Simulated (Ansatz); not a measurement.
**Decaying states in the gap of IF**

A new crystal, IF: structure, gap and complex bands. It is built by putting I for part of the F in the F structure of space group C2/c, with the volume rescaled by atomic radii. The parent structure comes from the Materials Project.

Main program and level: Ansatz 0.2.0; PBEsol DFT, plane waves, PAW files, in the first sound run; inputs show where later runs differ.

The structure was built from a prototype and need not be the compound's stable phase.

## 1. Starting point

The structure is monoclinic, space group Cc (No. 9). The conventional cell has a = 7.261 Å, b = 4.500 Å, c = 9.405 Å, α = 90.00°, β = 94.87°, γ = 90.00°. Nearest to I lie 1 F at 2.01 Å. Nearest to F lie 1 I at 2.01 Å. It derives from F. I for part of the F in the F structure of space group C2/c. Farther neighbours and most contacts between anions are not listed.

## 2. Relaxing the new crystal

The substituted atoms don't fit the parent's cell, so cell and atoms relax together. A small smearing keeps the run stable in case the gap closes on the way.

Input file input.yaml:

```yaml
crystal:
  lattice:
    - [3.6307264272, -2.2497825538, 0.0]
    - [3.6307264272, 2.2497825538, 0.0]
    - [-0.7983616641, 0.0, 9.3706786857]
  atoms:
    - { symbol: I, position: [0.59583288, 0.91533597, 0.5979555] }
    - { symbol: F, position: [0.08466403, 0.40416712, 0.9020445] }
    - { symbol: F, position: [0.40416712, 0.08466403, 0.4020445] }
    - { symbol: I, position: [0.91533597, 0.59583288, 0.0979555] }
kpoints:
  mp_grid: { grid: [6, 6, 4] }
scf:
  occupations: { method: gaussian, width: 0.03 }
hamiltonian:
  xc: pbesol
output:
  forces: true
  stress: true
relax:
  f_tol: 0.02
  max_steps: 60
  cell: {}
```

The run is started by

```console
$ ansatz run input.yaml --threads 2 --pin off --max-ram 4096MiB --backend cpu --events-out ev --progress --plain --runs-dir out
```

Numbers of over 12 decimals in the logs are rounded to 6 here.

What it wrote:

```text
Engine: ansatz 0.2.0, x86_64-unknown-linux-gnu
Pseudopotentials: kind: paw
Pseudopotential: I, paw, valence charge 17, recommended cutoff 420 eV (normal), I.paw.azcp
Pseudopotential: F, paw, valence charge 7, recommended cutoff 420 eV (normal), F.paw.azcp
Functional definition: PBEsol
  exchange = pbesol_x
  correlation = pbesol_c
Crystal: 4 atoms, lattice volume = 153.086 Å³
Basis set: ecut = 420 eV, 2999 PW (Γ), exchange–correlation on 60×60×128 points (8 copies of the dense FFT grid, shifted against one another)
Bands: 29, of which v1, the nominal top of the filled ones, is band 24 counted from 1 (23 counted from 0)
Symmetry: 2 space group operations
Space group: Cc (ITA 9), of the structure as read, at distance tolerance 5.3e-5 Å
k-points: 47 of 144 (time reversal used)
Non-local potential: I, projectors of the file, l = 0: 2, l = 1: 2, l = 2: 2, l = 3: 2
Non-local potential: F, projectors of the file, l = 0: 2, l = 1: 2, l = 2: 1
PAW form: soft (Blöchl's): semilocal exchange-correlation on the pseudo side does not see the compensation charge
PAW frozen core: I, regenerated for the run's functional, and the local potential with it (the file was generated under x = pbe(κ = 0.804, μ = 0.219515), c = pbe(β = 0.066725))
PAW frozen core: F, regenerated for the run's functional, and the local potential with it (the file was generated under x = pbe(κ = 0.804, μ = 0.219515), c = pbe(β = 0.066725))
PAW one-centre angular grid: I, 590 points (default); XC on 64 Gauss nodes
PAW one-centre angular grid: F, 110 points (default); XC on 64 Gauss nodes
Initial density: superposition of atomic densities (neutral atoms: chi_scale 0, normalization atom), corrected by the library's trained network
Initial wavefunctions: pseudopotential atomic-orbital guess
Functional: x = pbesol(κ = 0.804, μ = 0.123457), c = pbesol(β = 0.046)
SCF iter   1: F=—  HF=-16461.685050 eV  |F-HF|=—  |Δ(HF+E_count)|=         —  Δρ=8.04e-3  dr2=4.96e-2  ethr=1.77e-3  ⟨swp⟩=8.5  Hψ=7322  notcnv=0
preconditioner: auto → Resta (q_TF=auto, 2.249 Å⁻¹)  ε∞=3.5  [insulator: Δε(μ)=0.716 eV  Ē_g=9.368 eV  σ=0.030 eV  W_gap=1.00  n_scr=34 (ndim 8)  ℏωp=14.7 eV  f_vac=0.296  D(μ)=0.00/eV (n_scr^D=0)  ε∞_Penn≈3.5]
SCF iter   2: F=—  HF=-16461.675407 eV  |F-HF|=—  |Δ(HF+E_count)|=   9.64e-3  Δρ=2.78e-3  dr2=1.07e-2  ethr=1.03e-4  ⟨swp⟩=3.0  Hψ=2691  notcnv=0  defer=47
SCF iter   3: F=—  HF=-16461.673608 eV  |F-HF|=—  |Δ(HF+E_count)|=   1.80e-3  Δρ=1.23e-3  dr2=1.36e-3  ethr=2.24e-5  ⟨swp⟩=2.0  Hψ=2022  notcnv=0  defer=47
SCF iter   4: F=—  HF=-16461.673820 eV  |F-HF|=—  |Δ(HF+E_count)|=   2.12e-4  Δρ=2.18e-4  dr2=8.64e-5  ethr=2.84e-6  ⟨swp⟩=2.0  Hψ=2001  notcnv=0  defer=47
SCF iter   5: F=—  HF=-16461.673859 eV  |F-HF|=—  |Δ(HF+E_count)|=   3.83e-5  Δρ=6.42e-5  dr2=7.48e-6  ethr=1.80e-7  ⟨swp⟩=2.4  Hψ=2185  notcnv=0  defer=47
SCF iter   6: F=—  HF=-16461.673865 eV  |F-HF|=—  |Δ(HF+E_count)|=   6.56e-6  Δρ=1.93e-5  dr2=9.73e-7  ethr=1.56e-8  ⟨swp⟩=2.0  Hψ=2445  notcnv=0  defer=47
SCF iter   7: F=-16461.673867 eV  HF=-16461.673867 eV  |F-HF|=1.48e-7  |Δ(HF+E_count)|=   2.00e-6  Δρ=6.59e-6  dr2=7.62e-8  ethr=2.08e-10  ⟨swp⟩=4.0  Hψ=5884  notcnv=0
SCF 1 converged in 7 iterations: F = -16461.673867 eV  dr2 = 7.62e-8
  greatest PAW one-centre occupation: 0.999 electrons in one spin orbital (limit 2), on the I atom at site 3 (counted from 0), in its partial waves of l = 2
relax step   1: F+E_penalty+E_count = -16461.67386742 eV  Δ(F+E_penalty+E_count) = +0.000e0 eV  max|allowed force component| = 1.100e0 eV/Å  Δτ_max = 0.0000 Å  P = -2.317 GPa  Ω = 153.086 Å³  (7 SCF iters, dr2 threshold 1.00e-7 eV, accepted)
Crystal: 4 atoms, lattice volume = 144.351 Å³
Basis set: ecut = 420 eV, 2805 PW (Γ), exchange–correlation on 60×60×128 points (8 copies of the dense FFT grid, shifted against one another)
Initial density: handed on by an earlier stage of this run
Initial wavefunctions: those handed on with the density
iter 1 solved again at ethr=1.23e-3 eV; its pass at ethr=3.10e-3 eV (dr2=5.93e-1 eV) is discarded
SCF iter   1: F=—  HF=-16462.014061 eV  |F-HF|=—  |Δ(HF+E_count)|=         —  Δρ=3.73e-2  dr2=5.97e-1  ethr=1.23e-3  ⟨swp⟩=1.0  Hψ=8474  notcnv=0
preconditioner: auto → Resta (q_TF=auto, 2.271 Å⁻¹)  ε∞=3.5  [insulator: Δε(μ)=0.820 eV  Ē_g=9.661 eV  σ=0.030 eV  W_gap=1.00  n_scr=34 (ndim 8)  ℏωp=15.1 eV  f_vac=0.264  D(μ)=0.00/eV (n_scr^D=0)  ε∞_Penn≈3.5]
SCF iter   2: F=—  HF=-16461.873922 eV  |F-HF|=—  |Δ(HF+E_count)|=   1.40e-1  Δρ=1.63e-2  dr2=9.35e-2  ethr=1.23e-3  ⟨swp⟩=3.9  Hψ=2787  notcnv=0
SCF iter   3: F=—  HF=-16461.866322 eV  |F-HF|=—  |Δ(HF+E_count)|=   7.60e-3  Δρ=6.08e-3  dr2=2.58e-2  ethr=1.95e-4  ⟨swp⟩=2.1  Hψ=2589  notcnv=0  defer=47
SCF iter   4: F=—  HF=-16461.862930 eV  |F-HF|=—  |Δ(HF+E_count)|=   3.39e-3  Δρ=1.53e-3  dr2=2.05e-3  ethr=5.38e-5  ⟨swp⟩=2.9  Hψ=2236  notcnv=0  defer=47
SCF iter   5: F=—  HF=-16461.863409 eV  |F-HF|=—  |Δ(HF+E_count)|=   4.79e-4  Δρ=3.31e-4  dr2=2.08e-4  ethr=4.27e-6  ⟨swp⟩=3.0  Hψ=2056  notcnv=0  defer=47
SCF iter   6: F=—  HF=-16461.863503 eV  |F-HF|=—  |Δ(HF+E_count)|=   9.41e-5  Δρ=8.85e-5  dr2=1.37e-5  ethr=4.33e-7  ⟨swp⟩=2.0  Hψ=1773  notcnv=0  defer=47
SCF iter   7: F=—  HF=-16461.863523 eV  |F-HF|=—  |Δ(HF+E_count)|=   2.01e-5  Δρ=1.90e-5  dr2=5.48e-7  ethr=2.86e-8  ⟨swp⟩=2.2  Hψ=2054  notcnv=0  defer=47
SCF iter   8: F=-16461.863524 eV  HF=-16461.863524 eV  |F-HF|=1.27e-7  |Δ(HF+E_count)|=   6.80e-7  Δρ=5.72e-6  dr2=5.33e-8  ethr=8.33e-10  ⟨swp⟩=5.0  Hψ=5171  notcnv=0
SCF 2 converged in 8 iterations: F = -16461.863524 eV  dr2 = 5.33e-8
  greatest PAW one-centre occupation: 1.000 electrons in one spin orbital (limit 2), on the I atom at site 3 (counted from 0), in its partial waves of l = 2
relax step   2: F+E_penalty+E_count = -16461.86352398 eV  Δ(F+E_penalty+E_count) = -1.897e-1 eV  max|allowed force component| = 1.025e-1 eV/Å  Δτ_max = 0.1946 Å  P = -0.807 GPa  Ω = 144.351 Å³  energy of the carried Pulay correction = +1.087e-2 eV  (8 SCF iters, dr2 threshold 4.00e-7 eV, accepted)
Crystal: 4 atoms, lattice volume = 136.055 Å³
Basis set: ecut = 420 eV, 2637 PW (Γ), exchange–correlation on 60×60×128 points (8 copies of the dense FFT grid, shifted against one another)
iter 1 solved again at ethr=1.09e-3 eV; its pass at ethr=3.10e-3 eV (dr2=5.25e-1 eV) is discarded
SCF iter   1: F=—  HF=-16462.141503 eV  |F-HF|=—  |Δ(HF+E_count)|=         —  Δρ=3.36e-2  dr2=5.28e-1  ethr=1.09e-3  ⟨swp⟩=1.0  Hψ=8525  notcnv=0
[...]
relax step  31: F+E_penalty+E_count = -16462.64493449 eV  Δ(F+E_penalty+E_count) = -5.787e-4 eV  max|allowed force component| = 5.411e-3 eV/Å  Δτ_max = 0.0000 Å  P = -0.000 GPa  Ω = 110.495 Å³  stress off target by 8.85e-2 GPa  SCF on the basis re-selected at this cell (its energy is not comparable with the rows above)  (7 SCF iters)
relax step  32: F+E_penalty+E_count = -16462.64660338 eV  Δ(F+E_penalty+E_count) = -1.669e-3 eV  max|allowed force component| = 2.577e-4 eV/Å  Δτ_max = 0.0026 Å  P = +0.014 GPa  Ω = 110.110 Å³  energy of the carried Pulay correction = +6.933e-4 eV  (7 SCF iters, dr2 threshold 1.96e-8 eV, accepted)
relax step  33: F+E_penalty+E_count = -16462.64712167 eV  Δ(F+E_penalty+E_count) = -5.183e-4 eV  max|allowed force component| = 9.357e-4 eV/Å  Δτ_max = 0.0025 Å  P = -0.017 GPa  Ω = 110.018 Å³  energy of the carried Pulay correction = +8.843e-4 eV  (7 SCF iters, dr2 threshold 9.32e-9 eV, accepted)
relax step  34: F+E_penalty+E_count = -16462.64740993 eV  Δ(F+E_penalty+E_count) = -2.883e-4 eV  max|allowed force component| = 9.347e-4 eV/Å  Δτ_max = 0.0000 Å  P = -0.016 GPa  Ω = 110.018 Å³  stress off target by 9.23e-2 GPa  SCF on the basis re-selected at this cell (its energy is not comparable with the rows above)  (7 SCF iters)
relax step  35: F+E_penalty+E_count = -16462.65031623 eV  Δ(F+E_penalty+E_count) = -2.906e-3 eV  max|allowed force component| = 1.021e-2 eV/Å  Δτ_max = 0.0036 Å  P = -0.005 GPa  Ω = 108.897 Å³  energy of the carried Pulay correction = +2.004e-3 eV  (7 SCF iters, dr2 threshold 2.13e-8 eV, accepted)
relax step  36: F+E_penalty+E_count = -16462.64902427 eV  Δ(F+E_penalty+E_count) = +1.292e-3 eV  max|allowed force component| = 2.073e-2 eV/Å  Δτ_max = 0.0088 Å  P = -0.015 GPa  Ω = 109.556 Å³  energy of the carried Pulay correction = +8.194e-4 eV  (6 SCF iters, dr2 threshold 1.17e-8 eV, rejected (line search))
relax step  37: F+E_penalty+E_count = -16462.64985429 eV  Δ(F+E_penalty+E_count) = +4.619e-4 eV  max|allowed force component| = 3.339e-3 eV/Å  Δτ_max = 0.0029 Å  P = +0.031 GPa  Ω = 109.211 Å³  energy of the carried Pulay correction = +1.423e-3 eV  (9 SCF iters, accepted)
relax step  38: F+E_penalty+E_count = -16462.64954964 eV  Δ(F+E_penalty+E_count) = +3.047e-4 eV  max|allowed force component| = 3.338e-3 eV/Å  Δτ_max = 0.0000 Å  P = +0.022 GPa  Ω = 109.211 Å³  stress off target by 9.53e-2 GPa  SCF on the basis re-selected at this cell (its energy is not comparable with the rows above)  (7 SCF iters)
relax step  39: F+E_penalty+E_count = -16462.65064594 eV  Δ(F+E_penalty+E_count) = -1.096e-3 eV  max|allowed force component| = 4.016e-4 eV/Å  Δτ_max = 0.0037 Å  P = +0.014 GPa  Ω = 108.949 Å³  energy of the carried Pulay correction = +5.344e-4 eV  (7 SCF iters, dr2 threshold 2.27e-8 eV, accepted)
relax step  40: F+E_penalty+E_count = -16462.65071719 eV  Δ(F+E_penalty+E_count) = -7.124e-5 eV  max|allowed force component| = 7.993e-5 eV/Å  Δτ_max = 0.0006 Å  P = +0.004 GPa  Ω = 108.974 Å³  energy of the carried Pulay correction = +4.764e-4 eV  (6 SCF iters, dr2 threshold 8.48e-9 eV, accepted)
relax step  41: F+E_penalty+E_count = -16462.65058693 eV  Δ(F+E_penalty+E_count) = +1.303e-4 eV  max|allowed force component| = 1.016e-4 eV/Å  Δτ_max = 0.0000 Å  P = +0.002 GPa  Ω = 108.974 Å³  stress off target by 5.73e-2 GPa  SCF on the basis re-selected at this cell (its energy is not comparable with the rows above)  (7 SCF iters)
relax step  42: F+E_penalty+E_count = -16462.65163956 eV  Δ(F+E_penalty+E_count) = -1.053e-3 eV  max|allowed force component| = 2.017e-3 eV/Å  Δτ_max = 0.0007 Å  P = +0.000 GPa  Ω = 108.639 Å³  energy of the carried Pulay correction = +6.162e-4 eV  (7 SCF iters, dr2 threshold 8.21e-9 eV, accepted)
iter 1 solved again at ethr=2.08e-7 eV; its pass at ethr=3.10e-3 eV (dr2=9.97e-5 eV) is discarded
SCF iter   1: F=—  HF=-16462.650150 eV  |F-HF|=—  |Δ(HF+E_count)|=         —  Δρ=2.50e-4  dr2=2.18e-6  ethr=2.08e-7  ⟨swp⟩=3.1  Hψ=10583  notcnv=0
preconditioner: auto → Resta (q_TF=auto, 2.381 Å⁻¹)  ε∞=3.8  [insulator: Δε(μ)=0.651 eV  Ē_g=10.417 eV  σ=0.030 eV  W_gap=1.00  n_scr=28 (ndim 8)  ℏωp=17.5 eV  f_vac=0.145  D(μ)=0.00/eV (n_scr^D=0)  ε∞_Penn≈3.8]
SCF iter   2: F=—  HF=-16462.651037 eV  |F-HF|=—  |Δ(HF+E_count)|=   8.87e-4  Δρ=1.26e-4  dr2=5.22e-7  ethr=4.53e-9  ⟨swp⟩=2.0  Hψ=1914  notcnv=0
SCF iter   3: F=—  HF=-16462.651327 eV  |F-HF|=—  |Δ(HF+E_count)|=   2.91e-4  Δρ=5.94e-6  dr2=4.60e-9  ethr=1.09e-9  ⟨swp⟩=2.0  Hψ=2021  notcnv=0
SCF iter   4: F=—  HF=-16462.651328 eV  |F-HF|=—  |Δ(HF+E_count)|=   5.18e-7  Δρ=1.86e-6  dr2=2.31e-9  ethr=9.58e-12  ⟨swp⟩=3.0  Hψ=2854  notcnv=0
SCF iter   5: F=—  HF=-16462.651328 eV  |F-HF|=—  |Δ(HF+E_count)|=   1.38e-9  Δρ=5.55e-7  dr2=2.99e-10  ethr=4.80e-12  ⟨swp⟩=2.1  Hψ=1952  notcnv=0
SCF iter   6: F=—  HF=-16462.651328 eV  |F-HF|=—  |Δ(HF+E_count)|=  4.80e-10  Δρ=1.49e-7  dr2=4.03e-11  ethr=1.00e-12  ⟨swp⟩=5.0  Hψ=4869  notcnv=0
SCF iter   7: F=-16462.651328 eV  HF=-16462.651328 eV  |F-HF|=3.64e-12  |Δ(HF+E_count)|=  8.00e-11  Δρ=2.85e-8  dr2=1.13e-12  ethr=1.00e-12  ⟨swp⟩=4.3  Hψ=4020  notcnv=0
SCF 43 converged in 7 iterations: F = -16462.651328 eV  dr2 = 1.13e-12
relax step  43: F+E_penalty+E_count = -16462.65132800 eV  Δ(F+E_penalty+E_count) = +3.116e-4 eV  max|allowed force component| = 2.002e-3 eV/Å  Δτ_max = 0.0000 Å  P = -0.002 GPa  Ω = 108.639 Å³  stress off target by 4.24e-2 GPa  SCF on the basis re-selected at this cell (its energy is not comparable with the rows above)  (7 SCF iters)
basis re-selected at this cell: Δ(F+E_penalty+E_count) = +3.116e-4 eV, ΔP = -0.002 GPa vs the last step (what re-selecting the basis moved, of the pressure what is left beyond the Pulay correction that the steps carried, after the strain that the cell walked since its last selection, with what the two solves' SCF thresholds leave and, on support functions, any second-order correction that the steps lacked; it is no m [...]
SCF converged after 7 iterations
Free energy (F): -16462.651328 eV
Harris-Foulkes:  -16462.651328 eV  (|F-HF|=3.64e-12)
Internal energy: -16462.651328 eV  (E = F + TS)
E sigma→0 (E₀):  -16462.651328 eV
Fermi energy:    4.209508 eV
--- Per-component energies (eV) ---
  E_band       = -926.096687
  E_kinetic    = 787.488337
  E_local      = -5543.260896  (includes V_loc(G=0)·N_el)
  E_nonlocal   = -34.682100
  E_hartree    = 2637.377976
  E_xc         = -409.768987
  E_vxc        = -456.981132  (∫ρ·V_xc dr)
  E_paw        = -9853.191066  (= ΣΔE_a)
  E_vpaw       = -953.421024  (= ΣTr[D̂ρ^β])
  E_aug_tail   = 0.004122  (compensation charges beyond the density's cutoff)
  E_ewald      = -4047.527883
  E_core_change = 0.909169  (= ΣΔE_core)
  E_smearing   = -0.000000  (= −TS)
  E_closure    = 0.000000  (closes the sum)
  Σ components = -16462.651328   (vs F -16462.651328, Δ=0.00e0)
--- Forces (eV/Å), atoms counted from 1 ---
  atom   1  I     -0.00040259    -0.00122689    -0.00090164
  atom   2  F      0.00040269     0.00200211     0.00090131
  atom   3  F      0.00040269    -0.00200211     0.00090131
  atom   4  I     -0.00040259     0.00122689    -0.00090164
  max |Σ_I F_I| component: 6.64e-7 eV/Å
--- Stress (GPa, compression-positive) ---
        0.019474       0.000000      -0.028755
        0.000000       0.003609       0.000000
       -0.028755       0.000000      -0.029027
  P = ⅓ Tr σ = -0.0020 GPa (-0.020 kbar)
--- Relaxed structure (34 steps of the walk, 30 accepted, 9 SCFs on fresh bases) ---
  F+E_penalty+E_count = -16462.65132800 eV   max|allowed force component| = 2.002e-3 eV/Å   (the final SCF, on the basis selected at the relaxed cell)
  cell:  # Å, volume = 108.6391 Å³
    - [4.095138, -1.969555, -0.683052]
    - [4.095138, 1.969555, -0.683052]
    - [-2.663396, 0, 7.178961]
  atoms:
    - { symbol: I, position: [0.749894, 0.750150, 0.625031] }
    - { symbol: F, position: [0.00111424, 0.498841, 0.874969] }
    - { symbol: F, position: [0.498841, 0.00111424, 0.374969] }
    - { symbol: I, position: [0.750150, 0.749894, 0.125031] }
```

Elapsed: 3.3 min, on 2 threads of Intel Xeon Platinum 8488C (Sapphire Rapids), shared host; peak memory 0.52 GiB; 6.4 min of CPU time.

Step by step (22 of 43):

| step | energy less that of the first step (eV) | largest force component (eV/Å) | pressure (GPa) | volume (Å³) |
| --- | --- | --- | --- | --- |
| 1 | 0.0000 | 1.0997 | -2.32 | 153.09 |
| 3 | -0.3235 | 0.6433 | 0.21 | 136.06 |
| 5 | -0.7812 | 0.1947 | -1.18 | 121.09 |
| 7 | -0.8836 | 0.1268 | -1.27 | 117.96 |
| 9 | -0.9555 | 0.0131 | -0.03 | 114.78 |
| 11 | -0.9582 | 0.0057 | 0.00 | 116.81 |
| 13* | -0.9524 | 0.0041 | -0.14 | 116.66 |
| 15 | -0.9576 | 0.0036 | -0.04 | 115.34 |
| 17* | -0.9601 | 0.0067 | -0.02 | 113.88 |
| 19 | -0.9651 | 0.0104 | -0.02 | 112.32 |
| 21 | -0.9651 | 0.0272 | 0.15 | 112.18 |
| 23* | -0.9647 | 0.0008 | 0.00 | 112.36 |
| 25 | -0.9689 | 0.0041 | 0.00 | 111.01 |
| 27 | -0.9716 | 0.0061 | -0.01 | 109.82 |
| 29 | -0.9708 | 0.0011 | 0.01 | 110.31 |
| 31* | -0.9711 | 0.0054 | 0.00 | 110.50 |
| 33 | -0.9733 | 0.0009 | -0.02 | 110.02 |
| 35 | -0.9764 | 0.0102 | 0.00 | 108.90 |
| 37 | -0.9760 | 0.0033 | 0.03 | 109.21 |
| 39 | -0.9768 | 0.0004 | 0.01 | 108.95 |
| 41* | -0.9767 | 0.0001 | 0.00 | 108.97 |
| 43* | -0.9775 | 0.0020 | 0.00 | 108.64 |

Relaxation steps marked * repeat the geometry before them on a plane-wave basis chosen anew for their cell, so energy and pressure can jump there. Other such steps can lie between the rows shown. Relaxation steps 6, 20, 21, 36 were tried and not accepted.

The run keeps the 2 symmetry operations that it works with, so distortions that break them were not tested.

| cell as run | before | after | change |
| --- | --- | --- | --- |
| a (Å) | 4.271 | 4.595 | +7.6 % |
| b (Å) | 4.271 | 4.595 | +7.6 % |
| c (Å) | 9.405 | 7.657 | -18.6 % |
| α (°) | 94.14 | 116.70 | +24.0 % |
| β (°) | 94.14 | 116.70 | +24.0 % |
| γ (°) | 63.57 | 50.76 | -20.2 % |
| volume (Å³/atom) | 38.27 | 27.16 | -29.0 % |

The atoms that moved most (Å, as changes of fractional coordinates times the final cell):

| atom | dx | dy | dz | length |
| --- | --- | --- | --- | --- |
| I4 | -0.118 | 0.629 | 0.202 | 0.671 |
| I1 | -0.118 | -0.629 | 0.202 | 0.671 |
| F2 | 0.118 | 0.351 | -0.202 | 0.422 |
| F3 | 0.118 | -0.351 | -0.202 | 0.422 |

The relaxed structure:

```xyz
4
Lattice="4.0951 -1.9696 -0.6831 4.0951 1.9696 -0.6831 -2.6634 0.0000 7.1790" Properties=species:S:1:pos:R:3 pbc="T T T"
I     4.4782    0.0005    3.4625
F    -0.2830    0.9803    5.9399
F     1.0487   -0.9803    2.3504
I     5.8099   -0.0005   -0.1270
```

Numbers from this step:

```
free energy  : -16462.6513 eV
Fermi energy : 4.210 eV
pressure     : -0.001981 GPa
```

The largest force component on a free atom ends at 0.0020 eV/Å.

(Part 1 of 4 ends here.)

[Logs are printed without paths, hosts, clocks, repeated set-up lines and the standing remarks that a program may print on its own settings, such as how far it seeks lower states.]

[Hosts, paths, dates, database ids (printed as entryN), source tags and the programs' standing remarks are cut or masked in the printed files.]
